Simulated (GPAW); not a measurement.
The Al K edge of atom 1 in Al (Aluminum, Fm-3m), with 12 Al at 2.86 Å (cuboctahedral, site symmetry m-3m), was computed in 2 ways: excited-electron core hole (neutral cell) and no core hole. Program and functional: GPAW, PBE, Gaussian full width 0.9 eV up to 4 eV, rising linearly to 3.5 eV at 25 eV; cells of 1 and 8 atoms (the run without a hole in the smaller).

Each run is counted from its own lowest empty level or Fermi level and scaled to a mean of 1 over its first 20 eV.

```csv
E (eV),run 1,run 2
-2.0,0.00,0.00
-1.4,0.00,0.00
-0.8,0.02,0.01
-0.2,0.23,0.14
0.4,0.64,0.39
1.0,0.88,0.56
1.6,0.92,0.66
2.2,1.05,0.59
2.8,1.12,0.66
3.4,1.09,0.75
4.0,1.48,0.77
4.6,1.50,0.95
5.2,1.37,0.99
5.8,1.26,1.13
6.4,1.15,1.17
7.0,0.99,1.13
7.6,0.91,1.03
8.2,0.93,0.98
8.8,0.91,0.95
9.4,0.91,0.92
10.0,0.95,0.94
10.6,1.03,0.98
11.2,1.15,1.05
11.8,1.21,1.12
12.4,1.15,1.19
13.0,1.08,1.22
13.6,1.07,1.22
14.2,1.04,1.24
14.8,0.97,1.27
15.4,0.90,1.28
16.0,0.88,1.25
16.6,0.87,1.21
17.2,0.83,1.18
17.8,0.77,1.15
18.4,0.72,1.09
19.0,0.70,1.04
19.6,0.68,0.98
20.2,0.66,0.94
20.8,0.62,0.91
21.4,0.57,0.87
22.0,0.51,0.82
22.6,0.45,0.75
```

Question: Which run is which?

Run 1: excited-electron core hole (neutral cell) (area from −2 to 6 eV 6.8, main maxima 2.8 eV (1.12), 4.3 eV (1.60) and 11.8 eV (1.21)). Run 2: no core hole (area from −2 to 6 eV 4.4, main maxima 1.5 eV (0.66), 3.3 eV (0.76), 6.3 eV (1.18) and 15.2 eV (1.29)). With each curve scaled to its own mean, the area from −2 to 6 eV with the hole is 6.8 against 4.4, and the centre of weight from −1 to 20 eV moves by -1.5 eV: the hole pulls the absorber's empty states down.

[Banner, clock and machine lines of the logs are left out without a mark of their own.]

[Logs are printed without paths, hosts, clocks, repeated set-up lines and the standing remarks that a program may print on its own settings, such as how far it seeks lower states.]

[Hosts, paths, dates, database ids (printed as entryN), source tags and the programs' standing remarks are cut or masked in the printed files.]

[Lists of maxima count a maximum above −3 eV only where it reaches 4 % of the highest in the window and stands out from its surroundings by 2 % of it (1.5 % where it reaches 55 %); shoulders and weaker maxima are passed over, and of the rest the first, up to two pre-edge ones and the few strongest are named.]
